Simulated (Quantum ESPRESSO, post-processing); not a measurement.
# WSi2N4, 1 layer, stepped through the share of short-range exact exchange, part 3 of 3

Wanted: a table for WSi2N4, 1 layer against the share of short-range exact exchange, and what can be fitted to it.

Quantum ESPRESSO 7.5; plane-wave DFT, PBE, SG15 norm-conserving pseudopotentials.

So far. Step 2 (Variable-cell relaxation of the reference):  The last row is no step: it is a fresh SCF in the final cell with a new plane-wave basis, +1 meV from the row before.

## Step 6: Self-consistent run, 0.3

Level of this step: plane-wave DFT, screened hybrid with 0.3 exact exchange, SG15 norm-conserving pseudopotentials (Quantum ESPRESSO 7.5). input_dft overrides the functional of the files.

m5.scf.in

```
&control
  prefix = 'm5.scf'
  outdir = './out'
  pseudo_dir = './pseudo'
  calculation = 'scf'
  tprnfor = .true.
/
&system
  ibrav = 0
  nat = 7
  ntyp = 3
  ecutwfc = 60
  ecutrho = 240
  occupations = 'fixed'
  nbnd = 31
  input_dft = 'hse'
  exx_fraction = 0.3
  nqx1 = 3
  nqx2 = 3
  nqx3 = 1
  ecutfock = 60
/
&electrons
  conv_thr = 1e-08
  mixing_beta = 0.6
  electron_maxstep = 120
/
ATOMIC_SPECIES
  N   14.0070  N_ONCV_PBE-1.2.upf
  Si  28.0850  Si_ONCV_PBE-1.2.upf
  W   183.8400  W_ONCV_PBE-1.2.upf
CELL_PARAMETERS angstrom
  2.90569439000000 0.00000000000000 0.00000000000000
  -1.45284719500000 2.51640515800000 0.00000000000000
  0.00000000000000 0.00000000000000 22.10102208300000
ATOMIC_POSITIONS crystal
  N   0.000000000000 0.000000000000 0.339498739200
  Si  0.333333333300 0.666666666700 0.362981816800
  N   0.333333333300 0.666666666700 0.442585811400
  W   0.000000000000 0.000000000000 0.500000000000
  N   0.333333333300 0.666666666700 0.557414188600
  Si  0.333333333300 0.666666666700 0.637018183200
  N   0.000000000000 0.000000000000 0.660501260800
K_POINTS automatic
  9 9 1 0 0 0
```

The run is started by

```bash
OMP_NUM_THREADS=1 mpirun -n 4 pw.x -nk 4 -in m5.scf.in > m5.scf.out
```

The program printed:

```text
[banner, memory and clock lines left out]
Program PWSCF v.7.5 starts
[...]
Message from routine setup:
[...]
number of electrons       =        56.00
     number of Kohn-Sham states=           31
     kinetic-energy cutoff     =      60.0000  Ry
     charge density cutoff     =     240.0000  Ry
[...]
number of k points=    12
[...]
Dense  grid:    68563 G-vectors     FFT dimensions: (  27,  27, 216)
[...]
negative rho (up, down):  1.585E-04 0.000E+00
     Starting wfcs are random
[...]
negative rho (up, down):  1.716E-08 0.000E+00
[...]
estimated scf accuracy    <       2.00437257 Ry
[...]
estimated scf accuracy    <       5.81290310 Ry
[...]
estimated scf accuracy    <       5.08607367 Ry
[...]
estimated scf accuracy    <       0.09522099 Ry
[...]
estimated scf accuracy    <       0.01192166 Ry
[...]
estimated scf accuracy    <       0.00289469 Ry
[...]
estimated scf accuracy    <       0.00105122 Ry
[...]
estimated scf accuracy    <       0.00018625 Ry
[...]
estimated scf accuracy    <       0.00003622 Ry
[...]
estimated scf accuracy    <       0.00000313 Ry
[...]
negative rho (up, down):  5.530E-06 0.000E+00
[...]
estimated scf accuracy    <       0.00000038 Ry
[...]
estimated scf accuracy    <       0.00000010 Ry
[...]
estimated scf accuracy    <       0.00000004 Ry
[...]
highest occupied, lowest unoccupied level (ev):     3.8586    6.2929
!    total energy              =    -639.80170258 Ry
     estimated scf accuracy    <          4.3E-09 Ry
     convergence has been achieved in  14 iterations
[...]
estimated scf accuracy    <       0.01452877 Ry
[...]
estimated scf accuracy    <       0.02201364 Ry
[...]
estimated scf accuracy    <       0.00025240 Ry
[...]
estimated scf accuracy    <       0.00008794 Ry
[...]
estimated scf accuracy    <       0.00000654 Ry
[...]
estimated scf accuracy    <       0.00000067 Ry
[...]
estimated scf accuracy    <       0.00000022 Ry
[...]
highest occupied, lowest unoccupied level (ev):     3.0376    6.1112
!    total energy              =    -638.29606750 Ry
     estimated scf accuracy    <          6.0E-09 Ry
     convergence has been achieved in   8 iterations
[...]
estimated scf accuracy    <       0.00031272 Ry
[...]
estimated scf accuracy    <       0.00039671 Ry
[...]
estimated scf accuracy    <       0.00000870 Ry
[...]
estimated scf accuracy    <       0.00000255 Ry
[...]
estimated scf accuracy    <       0.00000018 Ry
[...]
highest occupied, lowest unoccupied level (ev):     3.0245    6.1225
!    total energy              =    -638.29853301 Ry
     estimated scf accuracy    <          8.9E-09 Ry
     convergence has been achieved in   6 iterations
[...]
estimated scf accuracy    <       0.00001451 Ry
[...]
estimated scf accuracy    <       0.00001373 Ry
[...]
estimated scf accuracy    <       0.00000064 Ry
[...]
estimated scf accuracy    <       0.00000012 Ry
[...]
highest occupied, lowest unoccupied level (ev):     3.0222    6.1246
!    total energy              =    -638.29863623 Ry
     estimated scf accuracy    <          6.8E-09 Ry
     convergence has been achieved in   5 iterations
[...]
estimated scf accuracy    <       0.00000083 Ry
[...]
estimated scf accuracy    <       0.00000045 Ry
[...]
estimated scf accuracy    <       0.00000007 Ry
[...]
highest occupied, lowest unoccupied level (ev):     3.0225    6.1261
!    total energy              =    -638.29864553 Ry
     estimated scf accuracy    <          5.0E-09 Ry
     convergence has been achieved in   4 iterations
[...]
estimated scf accuracy    <       0.00000010 Ry
[...]
estimated scf accuracy    <       0.00000009 Ry
[...]
highest occupied, lowest unoccupied level (ev):     3.0219    6.1255
!    total energy              =    -638.29864677 Ry
     estimated scf accuracy    <          4.7E-09 Ry
     convergence has been achieved in   3 iterations
[...]
estimated scf accuracy    <       0.00000002 Ry
[...]
estimated scf accuracy    <       0.00000003 Ry
[...]
highest occupied, lowest unoccupied level (ev):     3.0224    6.1263
!    total energy              =    -638.29864698 Ry
     estimated scf accuracy    <          2.7E-10 Ry
     convergence has been achieved in   3 iterations
[...]
highest occupied, lowest unoccupied level (ev):     3.0222    6.1260
!    total energy              =    -638.29864702 Ry
     estimated scf accuracy    <          3.0E-09 Ry
     convergence has been achieved in   1 iterations
[...]
!!   total energy              =    -638.29864703 Ry
[...]
Total force =     0.054746     Total SCF correction =     0.000104
[...]
```

Run time: 3.7 min. Hardware: 4 MPI ranks of Arm Neoverse V1, shared host; peak memory 4.2 GiB.

This step gave:

- free energy: -8684.4955 eV
- valence top, on the run's zero: 3.022 eV
- conduction bottom, on the run's zero: 6.126 eV
- gap by band count: 3.104 eV

## Step 7: SCF with pw.x, 0.4

Level of this step: plane-wave DFT, screened hybrid with 0.4 exact exchange, SG15 norm-conserving pseudopotentials (Quantum ESPRESSO 7.5). input_dft overrides the functional of the files.

m6.scf.in, as its differences from the input of step 6:

```diff
@@ -1,3 +1,3 @@
 &control
-  prefix = 'm5.scf'
+  prefix = 'm6.scf'
   outdir = './out'
@@ -16,3 +16,3 @@
   input_dft = 'hse'
-  exx_fraction = 0.3
+  exx_fraction = 0.4
   nqx1 = 3
```

The run is started by

```bash
OMP_NUM_THREADS=1 mpirun -n 4 pw.x -nk 4 -in m6.scf.in > m6.scf.out
```

The program printed:

```text
[banner, memory and clock lines left out]
Program PWSCF v.7.5 starts
[...]
Message from routine setup:
[...]
number of electrons       =        56.00
     number of Kohn-Sham states=           31
     kinetic-energy cutoff     =      60.0000  Ry
     charge density cutoff     =     240.0000  Ry
[...]
number of k points=    12
[...]
Dense  grid:    68563 G-vectors     FFT dimensions: (  27,  27, 216)
[...]
negative rho (up, down):  1.585E-04 0.000E+00
     Starting wfcs are random
[...]
negative rho (up, down):  1.716E-08 0.000E+00
[...]
estimated scf accuracy    <       2.00437257 Ry
[...]
estimated scf accuracy    <       5.81290310 Ry
[...]
estimated scf accuracy    <       5.08607367 Ry
[...]
estimated scf accuracy    <       0.09522099 Ry
[...]
estimated scf accuracy    <       0.01192166 Ry
[...]
estimated scf accuracy    <       0.00289469 Ry
[...]
estimated scf accuracy    <       0.00105122 Ry
[...]
estimated scf accuracy    <       0.00018625 Ry
[...]
estimated scf accuracy    <       0.00003622 Ry
[...]
estimated scf accuracy    <       0.00000313 Ry
[...]
negative rho (up, down):  5.530E-06 0.000E+00
[...]
estimated scf accuracy    <       0.00000038 Ry
[...]
estimated scf accuracy    <       0.00000010 Ry
[...]
estimated scf accuracy    <       0.00000012 Ry
[...]
estimated scf accuracy    <       0.00000007 Ry
[...]
highest occupied, lowest unoccupied level (ev):     2.7143    6.0530
!    total energy              =    -637.80645114 Ry
     estimated scf accuracy    <          7.9E-09 Ry
     convergence has been achieved in   3 iterations
[...]
estimated scf accuracy    <       0.00000004 Ry
[...]
estimated scf accuracy    <       0.00000005 Ry
[...]
highest occupied, lowest unoccupied level (ev):     2.7151    6.0541
!    total energy              =    -637.80645152 Ry
     estimated scf accuracy    <          6.2E-10 Ry
     convergence has been achieved in   3 iterations
[...]
highest occupied, lowest unoccupied level (ev):     2.7148    6.0537
!    total energy              =    -637.80645161 Ry
     estimated scf accuracy    <          7.3E-09 Ry
     convergence has been achieved in   1 iterations
[...]
estimated scf accuracy    <       0.00000002 Ry
[...]
estimated scf accuracy    <       0.00000004 Ry
[...]
highest occupied, lowest unoccupied level (ev):     2.7152    6.0543
!    total energy              =    -637.80645164 Ry
     estimated scf accuracy    <          7.8E-11 Ry
     convergence has been achieved in   3 iterations
[...]
!!   total energy              =    -637.80645164 Ry
[...]
Total force =     0.071013     Total SCF correction =     0.000011
[...]
```

Run time: 4.6 min. Hardware: 4 MPI ranks; peak memory 4.2 GiB.

Read from the output:

* free energy: -8677.7989 eV
* valence top, on the run's zero: 2.715 eV
* conduction bottom, on the run's zero: 6.054 eV
* gap by band count: 3.339 eV

## Step 8: The series side by side

The series in one table:

```tsv
the share of short-range exact exchange (0.25 is HSE06, 0 is PBE)	gap on the mesh (eV)	vacuum level over the valence top (eV)
0	2.434	5.33
0.1	2.652	5.574
0.15	2.763	5.702
0.2	2.875	5.833
0.25	2.989	5.967
0.3	3.104	6.106
0.4	3.339	6.391
```

## Step 9: A check by hand

A line through all members has gap = 2.427 + 2.262 α eV and misses single members by up to 0.007 eV; a gap of 2.93 eV, 0.5 above the first member's, would need α = (2.93 − 2.427)/2.262 = 0.22.

## Step 10: Outcome

| Item | Value |
| --- | --- |
| gap at a share of 0.25 (HSE06) | 2.99 eV |
| gap on the mesh, at 0 and at 0.4 | 2.43, 3.34 eV |
| vacuum level over the valence top, at 0 and at 0.4 | 5.33, 6.39 eV |

The series holds 7 members; gap at a share of 0.25 (HSE06): 2.99 eV. From 0 to 0.4 the gap on the mesh rises from 2.43 to 3.34 eV. From 0 to 0.4 the vacuum level over the valence top rises from 5.33 to 6.39 eV. The valence top sinks by 2.66 eV and the gap opens by 2.26 eV per unit share, so the valence top carries 117 % of the opening. Gaps are those of the mesh; no spin-orbit coupling; the q mesh was not tested; the geometry stays that of PBE.

[Logs are printed without paths, hosts, clocks, repeated set-up lines and the standing remarks that a program may print on its own settings, such as how far it seeks lower states.]

[Hosts, paths, dates, database ids (printed as entryN), source tags and the programs' standing remarks are cut or masked in the printed files.]

[Maps of the electrostatic potential energy from Ansatz leave out the sawtooth potential of an applied field or a dipole correction, so their vacuum need not be flat; planar profiles and work functions include it.]
